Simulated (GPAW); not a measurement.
**S K-edge XANES of CSO (Cm)**

Aim: the near-edge shape at the S K edge of CSO (Cm), and what the core hole does to it.

Program: GPAW 26.7.0. Level of theory: X-ray absorption from dipole matrix elements to empty bands, plane-wave PAW LDA. Results are calculated unless marked as measured.

## Step 1: Starting point

It takes space group Cm (No. 8, monoclinic). The conventional cell has a = 5.201 Å, b = 7.256 Å, c = 4.245 Å, α = 90.00°, β = 102.67°, γ = 90.00°. Nearest to S lie 1 C at 1.56 Å. Nearest to O lie 1 C at 1.18 Å. Nearest to C lie 1 O at 1.18 Å and 1 S at 1.56 Å. Farther neighbours and most contacts between anions are not listed.

## Step 2: The field without a hole

The ground state comes first: it tells whether the system has a gap, which decides how the excited electron is treated.

Contents of scf.py:

```python
import numpy as np
from ase import Atoms
from ase.parallel import parprint, paropen
from gpaw import GPAW, PW, FermiDirac, Mixer, MixerDif, setup_paths
from gpaw.test import gen
setup_paths.insert(0, '.')
gen('S', name='nch1s', xcname='LDA', corehole=(1, 0, 0), write_xml=True)
from gpaw.mpi import world
world.barrier()

atoms = Atoms('SOC',
    cell=[[2.600716, -3.627861, 0],
     [2.600716, 3.627861, 0],
     [-0.93099, 0, 4.141623]],
    scaled_positions=[[0.311682, 0.311682, 0.998505],
     [0.783742, 0.783742, 0.436429],
     [0.580387, 0.580387, 0.248345]],
    pbc=True)
atoms.calc = calc = GPAW(legacy_gpaw=True, mode=PW(500), xc='LDA', setups={0: 'nch1s'},
    kpts={'size': (6, 6, 6), 'gamma': True}, occupations=FermiDirac(0.05),
    charge=0, mixer=Mixer(0.1, 5, 50), maxiter=150,
    convergence={'density': 0.0001}, txt='scf.txt')
energy = atoms.get_potential_energy() + calc.get_reference_energy()
ef = calc.get_fermi_level()
out = dict(energy=energy, fermi=ef, forces=atoms.get_forces().tolist())
parprint(f'all-electron energy {energy:.4f} eV, Fermi level {ef:.4f} eV')
ev = np.array([[calc.get_eigenvalues(k, s) for k in range(len(calc.get_ibz_k_points()))] for s in range(calc.get_number_of_spins())])
out['homo'], out['lumo'], out['counts'] = ev[ev < ef].max(), ev[ev > ef].min(), sorted(set((ev < ef).sum((0, 2)).tolist()))
out['filled'] = (ev[:, 0] < ef).sum(1).tolist()
import json
with paropen('out.json', 'w') as f:
    json.dump(out, f)
```

The run is started by

```console
OMP_NUM_THREADS=1 mpirun -n 4 gpaw python scf.py
```

Numbers of over 12 decimals in the logs are rounded to 6 here.

Output:

```text
Input parameters:
  convergence: {density: 0.0001}
  kpts: {gamma: True,
         size: (6, 6, 6)}
  maxiter: 150
  mixer: {backend: pulay,
          beta: 0.1,
          method: separate,
          nmaxold: 5,
          weight: 50}
  mode: {ecut: 500.0,
         name: pw}
  occupations: {fixmagmom: False,
                name: fermi-dirac,
                width: 0.05}
  setups: {0: nch1s}

Initialize ...

[... PAW data sets ...]

Reference energy: -13871.294550  # eV

Spin-paired calculation

[... convergence settings ...]
Symmetries present (total): 2
  [... symmetry matrices ...]

216 k-points: 6 x 6 x 6 Monkhorst-Pack grid + [1/12,1/12,1/12]
68 k-points in the irreducible part of the Brillouin zone
       k-points in crystal coordinates                weights
   0:     0.00000000    0.00000000    0.00000000          1/216
   1:     0.00000000    0.00000000    0.16666667          2/216
   2:     0.00000000    0.00000000    0.33333333          2/216
   3:     0.00000000    0.00000000    0.50000000          1/216
   4:     0.16666667   -0.16666667    0.00000000          2/216
   5:     0.16666667   -0.16666667    0.16666667          4/216
   6:     0.16666667   -0.16666667    0.33333333          4/216
   7:     0.16666667   -0.16666667    0.50000000          2/216
   8:     0.16666667    0.00000000   -0.33333333          4/216
   9:     0.16666667    0.00000000   -0.16666667          4/216
          ...
  67:     0.50000000    0.50000000    0.50000000          1/216

Wave functions: Plane wave expansion
  Cutoff energy: 500.000 eV
  Number of coefficients (min, max): 1962, 2004
  Pulay-stress correction: 0.000000 eV/Ang^3 (de/decut=0.000000)
  Using FFTW library
  Wavefunction extrapolation:
    Improved wavefunction reuse through dual PAW basis

Occupation numbers: Fermi-Dirac:
  width: 0.0500  # eV

Eigensolver
   Davidson(niter=2)

Densities:
  Coarse grid: 24*24*24 grid
  Fine grid: 48*48*48 grid
  Total Charge: 0.000000

Density mixing:
  Method: separate
  Backend: pulay
  Linear mixing parameter: 0.1
  old densities: 5
  Width of damping distribution: 1.1
  Damping of long wavelength oscillations: 50

[... Hamiltonian set-up ...]
Number of atoms: 3
Number of atomic orbitals: 12
Number of bands in calculation: 12
Number of valence electrons: 16
Bands to converge: occupied

... initialized

Initializing position-dependent things.

Density initialized from atomic densities
Creating initial wave functions:
  12 bands from LCAO basis set

       S

              O
            C

Atomic positions and initial magnetic moments

Positions:
   0 S      0.691595   -0.000000    4.135431    ( 0.0000,  0.0000,  0.0000)
   1 O      3.670270    0.000000    1.807524    ( 0.0000,  0.0000,  0.0000)
   2 C      2.787637   -0.000000    1.028551    ( 0.0000,  0.0000,  0.0000)

Unit cell:
           periodic     x           y           z      points  spacing
  1. axis:    yes    2.600716   -3.627861    0.000000    24     0.1733
  2. axis:    yes    2.600716    3.627861    0.000000    24     0.1733
  3. axis:    yes   -0.930990    0.000000    4.141623    24     0.1726

  Lengths:   4.463754   4.463754   4.244972
  Angles:   97.341326  97.341326 108.728558

Effective grid spacing dv^(1/3) = 0.1781

iter:   1   -22.263201
iter:   2   -21.798375   -1.31  -0.97
iter:   3   -21.344233   -1.65  -1.06
iter:   4   -21.253323   -2.38  -1.26
iter:   5   -21.243360   -1.88  -1.46
iter:   6   -21.219876   -2.81  -1.75
iter:   7   -21.216662   -3.41  -2.21
iter:   8   -21.216387c  -4.39  -2.66
iter:   9   -21.216356c  -5.07  -2.89
iter:  10   -21.216348c  -5.81  -3.07
iter:  11   -21.216333c  -5.97  -3.16
iter:  12   -21.216334c  -6.46  -3.31
iter:  13   -21.216337c  -6.56  -3.43
iter:  14   -21.216336c  -6.91  -3.63
iter:  15   -21.216336c  -6.66  -3.82
iter:  16   -21.216336c  -7.86c -4.23c

Converged after 16 iterations.

Dipole moment: (-0.097217, -0.000000, -0.182094) |e|*Ang

Energy contributions relative to reference atoms: (reference = -13871.294550)

Kinetic:        +19.237616
Potential:      -22.049031
External:        +0.000000
XC:             -18.482957
Entropy (-ST):   -0.000000
Local:           +0.078037
SIC:             +0.000000
--------------------------
Free energy:    -21.216336
Extrapolated:   -21.216336

Showing only first 2 kpts
 Kpt  Band  Eigenvalues  Occupancy
  0     6     -2.72302    2.00000
  0     7     -2.60251    2.00000
  0     8      2.32701    0.00000
  0     9      2.34756    0.00000

  1     6     -2.81553    2.00000
  1     7     -2.59136    2.00000
  1     8      2.40647    0.00000
  1     9      2.42340    0.00000

Fermi level: -0.93375

Gap: 4.786 eV
Transition (v -> c):
  (s=0, k=48, n=7, [0.50, 0.00, 0.00]) -> (s=0, k=9, n=8, [0.17, 0.00, -0.17])
Direct/indirect transitions are different
Direct gap: 4.878 eV
Transition at: (s=0, k=9, n=7, [0.17, 0.00, -0.17])

Forces in eV/Ang:
  0 S     0.08827    0.00000    0.08103
  1 O    -0.86954    0.00000   -0.76160
  2 C     0.77986    0.00000    0.67878
Scalar-relativistic atomic LDA calculation for S (Sulfur, Z=16)
Core hole in 1s state (1s occupation: 2.0)
450 radial gridpoints.
|------------------------------------------------|
|------------------------------------------------|
[... the atom generator's iteration count ...]

Energy contributions:
-------------------------
Kinetic:     +398.923399
XC:           -24.210329
Potential:   -772.509196
-------------------------
Total:       -397.796126

state      eigenvalue         ekin         rmax
-----------------------------------------------
1s^2.0 :   -88.078630   121.519046        0.063
2s^2.0 :    -7.745453    18.438857        0.389
2p^6.0 :    -5.751715    17.606302        0.325
3s^2.0 :    -0.634959     2.788351        1.406
3p^4.0 :    -0.261139     1.948270        1.598
-----------------------------------------------
(units: Bohr and Hartree)

Generating PAW setup
Kinetic energy of the core from tauc = 386.637961
Cutoffs:
rc(s)=1.840
rc(p)=1.850
rc(d)=1.700
rc(vbar)=1.720
rc(comp)=1.430
rc(nct)=1.850

Kinetic energy of the core states: 385.553617
Charge: 0.0
Core electrons: 10.0
Valence electrons: 6.0
Pseudo-core charge: 0.059824
Shape function alpha=4.890
Pseudo-electron charge 6.430847
state    eigenvalue         norm
--------------------------------
3s(2) :    -0.634959     1.191395
*s    :     0.365041
3p(4) :    -0.261139     0.997058
*p    :     0.738861
*d    :     0.000000
--------------------------------

Diagonalizing with gridspacing h=0.050

state   all-electron     PAW
-------------------------------
3s:      -0.634959    -0.635587
3p:      -0.261139    -0.261554
*d:                    0.043150
*f:                    0.074695
-------------------------------
all-electron energy -13892.5109 eV, Fermi level -0.9338 eV
```

Run time: 7.9 s. Hardware: 4 MPI ranks of Arm Neoverse V2, shared host; peak memory 0.18 GiB; 31 s of CPU time.

The mesh shows a gap of 4.79 eV, so the hole is first treated in a charged cell, without the excited electron.

## Step 3: Spectrum without a core hole, S atom 1

This cheap baseline ignores the attraction of the hole: it shows the absorber's empty states as they are in the ground state. The data set with a hole of occupation 0 only carries the core orbital.

The absorber has 1 C at 1.56 Å (terminal, site symmetry m).

Contents of xas.py:

```python
import numpy as np
from ase import Atoms
from ase.parallel import parprint, paropen
from gpaw import GPAW, PW, FermiDirac, Mixer, MixerDif, setup_paths
from gpaw.test import gen
setup_paths.insert(0, '.')
gen('S', name='nch1s', xcname='LDA', corehole=(1, 0, 0), write_xml=True)
from gpaw.mpi import world
world.barrier()

atoms = Atoms('SOC',
    cell=[[2.600716, -3.627861, 0],
     [2.600716, 3.627861, 0],
     [-0.93099, 0, 4.141623]],
    scaled_positions=[[0.311682, 0.311682, 0.998505],
     [0.783742, 0.783742, 0.436429],
     [0.580387, 0.580387, 0.248345]],
    pbc=True)
atoms.calc = calc = GPAW(legacy_gpaw=True, mode=PW(500), xc='LDA', setups={0: 'nch1s'},
    kpts={'size': (6, 6, 6), 'gamma': True}, occupations=FermiDirac(0.02),
    charge=0, mixer=Mixer(0.1, 5, 50), maxiter=150,
    convergence={'density': 0.0001}, txt='scf.txt')
energy = atoms.get_potential_energy() + calc.get_reference_energy()
ef = calc.get_fermi_level()
out = dict(energy=energy, fermi=ef, forces=atoms.get_forces().tolist())
parprint(f'all-electron energy {energy:.4f} eV, Fermi level {ef:.4f} eV')
ev = np.array([[calc.get_eigenvalues(k, s) for k in range(len(calc.get_ibz_k_points()))] for s in range(calc.get_number_of_spins())])
out['homo'], out['lumo'], out['counts'] = ev[ev < ef].max(), ev[ev > ef].min(), sorted(set((ev < ef).sum((0, 2)).tolist()))
out['filled'] = (ev[:, 0] < ef).sum(1).tolist()

from ase.units import Ha
from gpaw.xas import dipole_matrix_elements
nb = int(calc.get_number_of_electrons() / 2) + 50
top, nb = nb, nb + 8 + nb // 12
nscf = calc.fixed_density(kpts={'size': (6, 6, 6), 'gamma': True}, nbands=nb,
    convergence={'bands': top, 'eigenstates': 1e-5}, maxiter=60, txt='nscf.txt')
cell = atoms.cell.array
ops = [cell.T @ U.T @ np.linalg.inv(cell.T) for U in nscf.wfs.kd.symmetry.op_scc]
filled = [8]  # bands filled in the ground state, by spin
E = np.arange(-25, 34, 0.1)
fwhm = np.interp(E, [4, 25], [0.9, 3.5])
Y, X, zero, highest = 0, 0, 1e9, 1e9
for spin in range(nscf.get_number_of_spins()):
    wfs = nscf.wfs
    A = dipole_matrix_elements(wfs.setups[0])
    eps = np.zeros((wfs.kd.nibzkpts, nb))
    d = np.zeros((3, A.shape[1], wfs.kd.nibzkpts, nb), complex)
    for kpt in wfs.kpt_u:
        if kpt.s == spin and 0 in kpt.P_ani:
            eps[kpt.k] = kpt.eps_n * Ha
            d[:, :, kpt.k] = (kpt.weight * wfs.nspins / 2) ** 0.5 * np.inner(A, kpt.P_ani[0])
    world.sum(eps)
    world.sum(d)
    T = np.einsum('amkn,bmkn->abkn', d, d.conj()).real
    T = sum(np.einsum('ai,ijkn,bj->abkn', R, T, R) for R in ops) / len(ops)
    empty = np.ones_like(eps, bool) & (np.arange(nb) >= filled[spin])
    zero, highest = min(zero, eps[empty].min()), min(highest, eps[:, top - 1].min())
    lines = [(eps, T, empty)] if spin == 0 else lines + [(eps, T, empty)]
for eps, T, empty in lines:
    f = np.einsum('aakn->akn', T).reshape(3, -1)
    x = eps.ravel() - zero
    w = np.interp(x, E, fwhm) / 2.35482
    g = np.exp(-0.5 * ((E[:, None] - x) / w) ** 2) / (w * (2 * np.pi) ** 0.5)
    Y = Y + (f * empty.ravel()) @ g.T
    X = X + (f * ~empty.ravel()) @ g.T
out.update(E=E.round(2).tolist(), xas=Y.tolist(), xes=X.tolist(), zero=zero, valid=highest - zero, nk=len(eps), nb=nb)
for i in range(0, len(E), 10):
    parprint(f'{E[i]:7.2f}', *(f'{v:10.3e}' for v in Y[:, i]))
import json
with paropen('out.json', 'w') as f:
    json.dump(out, f)
```

The run is started by

```console
OMP_NUM_THREADS=1 mpirun -n 4 gpaw python xas.py
```

Output:

```text
Input parameters:
  convergence: {density: 0.0001}
  kpts: {gamma: True,
         size: (6, 6, 6)}
  maxiter: 150
  mixer: {backend: pulay,
          beta: 0.1,
          method: separate,
          nmaxold: 5,
          weight: 50}
  mode: {ecut: 500.0,
         name: pw}
  occupations: {fixmagmom: False,
                name: fermi-dirac,
                width: 0.02}
  setups: {0: nch1s}

Initialize ...

[...]
*p    :     0.738861
*d    :     0.000000
--------------------------------

Diagonalizing with gridspacing h=0.050

state   all-electron     PAW
-------------------------------
3s:      -0.634959    -0.635587
3p:      -0.261139    -0.261554
*d:                    0.043150
*f:                    0.074695
-------------------------------
all-electron energy -13892.5109 eV, Fermi level -0.9338 eV
[...]
32.00  2.297e-06  2.635e-06  2.642e-06
  33.00  2.113e-06  2.711e-06  2.666e-06
[key lines of the parts left out:]
Converged after 16 iterations.
Dipole moment: (-0.097217, -0.000000, -0.182094) |e|*Ang
Free energy:    -21.216336
Fermi level: -0.93375
```

Wall time 31 s (4 MPI ranks); peak memory 0.29 GiB.

The S K spectrum, S atom 1, no core hole (energy from the lowest empty level; intensity scaled to a mean of 1 over the first 20 eV; polarised curves are means over the symmetry-equivalent atoms):

```
E (eV)  isotropic  ε ∥ x  ε ∥ y  ε ∥ z
  -2.0       0.00   0.00   0.00   0.00
  -1.0       0.02   0.01   0.02   0.02
   0.0       2.24   1.50   3.29   1.93
   1.0       1.26   0.93   1.75   1.11
   2.0       1.08   1.43   0.51   1.30
   3.0       1.60   2.31   0.53   1.97
   4.0       1.34   1.62   1.06   1.36
   5.0       1.32   1.33   1.44   1.19
   6.0       1.08   1.02   1.00   1.21
   7.0       0.79   0.71   0.73   0.92
   8.0       0.85   1.15   0.50   0.91
   9.0       0.89   1.16   0.57   0.95
  10.0       0.90   1.19   0.68   0.83
  11.0       0.85   0.99   0.70   0.87
  12.0       0.82   0.72   0.70   1.04
  13.0       0.76   0.68   0.68   0.92
  14.0       0.69   0.63   0.75   0.69
  15.0       0.67   0.59   0.84   0.59
  16.0       0.67   0.56   0.88   0.57
  17.0       0.69   0.60   0.89   0.59
  18.0       0.74   0.71   0.89   0.62
  19.0       0.81   0.80   0.93   0.69
  20.0       0.89   0.86   1.02   0.80
  21.0       0.97   0.92   1.07   0.93
  22.0       1.02   0.99   1.00   1.08
  23.0       1.07   1.09   0.89   1.22
  24.0       1.12   1.24   0.81   1.31
  25.0       1.15   1.39   0.76   1.31
  26.0       1.14   1.46   0.71   1.25
  27.0       1.08   1.43   0.66   1.16
  28.0       1.00   1.30   0.64   1.06
  29.0       0.92   1.12   0.66   0.97
  30.0       0.84   0.94   0.71   0.88
  31.0       0.79   0.80   0.76   0.82
  32.0       0.77   0.70   0.80   0.80
```

Main maxima below 24 eV (height): 0.4 eV (3.20), 3.5 eV (1.93), 5.2 eV (1.34) and 9.8 eV (0.90). A K edge sees empty p states on the absorber.

The same matrix elements for filled bands give the S K emission of S atom 1 (ground-state approximation; energy from the lowest empty level, largest value 1):

```
E (eV)  emission
-24.00      0.00
-23.25      0.00
-22.50      0.00
-21.75      0.00
-21.00      0.00
-20.25      0.00
-19.50      0.00
-18.75      0.01
-18.00      0.07
-17.25      0.01
-16.50      0.00
-15.75      0.00
-15.00      0.00
-14.25      0.00
-13.50      0.00
-12.75      0.00
-12.00      0.00
-11.25      0.03
-10.50      0.02
 -9.75      0.13
 -9.00      0.36
 -8.25      0.06
 -7.50      0.00
 -6.75      0.00
 -6.00      0.05
 -5.25      0.82
 -4.50      0.47
 -3.75      0.01
 -3.00      0.00
 -2.25      0.00
 -1.50      0.00
 -0.75      0.00
  0.00      0.00
  0.75      0.00
  1.50      0.00
  2.25      0.00
  3.00      0.00
```

Emission maxima: -18.0 eV (0.07), -9.0 eV (0.36) and -5.0 eV (1.00).

## Step 4: Supercell without a hole, the energy reference

The photon energy needs a difference of total energies, so the cell and mesh of the coming hole run are first run without a hole.

scf.py, as its differences from that of step 2:

```diff
@@ -10,12 +10,21 @@
 
-atoms = Atoms('SOC',
-    cell=[[2.600716, -3.627861, 0],
-     [2.600716, 3.627861, 0],
-     [-0.93099, 0, 4.141623]],
-    scaled_positions=[[0.311682, 0.311682, 0.998505],
-     [0.783742, 0.783742, 0.436429],
-     [0.580387, 0.580387, 0.248345]],
+atoms = Atoms('S4O4C4',
+    cell=[[3.531706, 3.627861, -4.141623],
+     [3.531706, -3.627861, -4.141623],
+     [-6.871158, 3.627861, -4.141623]],
+    scaled_positions=[[0.90621475, 0.5007475, 0.59453275],
+     [0.15621475, 0.0007475, 0.84453275],
+     [0.40621475, 0.5007475, 0.09453275],
+     [0.65621475, 0.0007475, 0.34453275],
+     [0.28276375, 0.7817855, 0.49902175],
+     [0.53276375, 0.2817855, 0.74902175],
+     [0.78276375, 0.7817855, 0.99902175],
+     [0.03276375, 0.2817855, 0.24902175],
+     [0.22810725, 0.8758275, 0.64772025],
+     [0.47810725, 0.3758275, 0.89772025],
+     [0.72810725, 0.8758275, 0.14772025],
+     [0.97810725, 0.3758275, 0.39772025]],
     pbc=True)
 atoms.calc = calc = GPAW(legacy_gpaw=True, mode=PW(500), xc='LDA', setups={0: 'nch1s'},
-    kpts={'size': (6, 6, 6), 'gamma': True}, occupations=FermiDirac(0.05),
+    kpts={'size': (4, 4, 4), 'gamma': True}, occupations=FermiDirac(0.02),
     charge=0, mixer=Mixer(0.1, 5, 50), maxiter=150,
```

The run is started by

```console
OMP_NUM_THREADS=1 mpirun -n 4 gpaw python scf.py
```

Output:

```text
Input parameters:
  convergence: {density: 0.0001}
  kpts: {gamma: True,
         size: (4, 4, 4)}
  maxiter: 150
  mixer: {backend: pulay,
          beta: 0.1,
          method: separate,
          nmaxold: 5,
          weight: 50}
  mode: {ecut: 500.0,
         name: pw}
  occupations: {fixmagmom: False,
                name: fermi-dirac,
                width: 0.02}
  setups: {0: nch1s}

Initialize ...

[...]
warnings.warn(
<dir> UserWarning: Using symmetrized grid: (48,48,48).

  warnings.warn('Using symmetrized grid: ({},{},{}).\n'.format(*N_c))
<dir> UserWarning: Using symmetrized grid: (48,48,48).

  warnings.warn('Using symmetrized grid: ({},{},{}).\n'.format(*N_c))
<dir> UserWarning: Using symmetrized grid: (48,48,48).

  warnings.warn('Using symmetrized grid: ({},{},{}).\n'.format(*N_c))
all-electron energy -55570.0444 eV, Fermi level -0.9333 eV
[key lines of the parts left out:]
Converged after 18 iterations.
Dipole moment: (5.871549, -2.159658, -3.096623) |e|*Ang
Free energy:    -84.866186
Fermi level: -0.93333
```

Elapsed: 85 s, on 4 MPI ranks; peak memory 0.38 GiB; 5.7 min of CPU time.

Reference energy: -55570.044 eV with the cores included.

(Continued in part 2 of 3.)

[Banner, clock and machine lines of the logs are left out without a mark of their own.]

[Logs are printed without paths, hosts, clocks, repeated set-up lines and the standing remarks that a program may print on its own settings, such as how far it seeks lower states.]

[Hosts, paths, dates, database ids (printed as entryN), source tags and the programs' standing remarks are cut or masked in the printed files.]

[Lists of maxima count a maximum above −3 eV only where it reaches 4 % of the highest in the window and stands out from its surroundings by 2 % of it (1.5 % where it reaches 55 %); shoulders and weaker maxima are passed over, and of the rest the first, up to two pre-edge ones and the few strongest are named.]
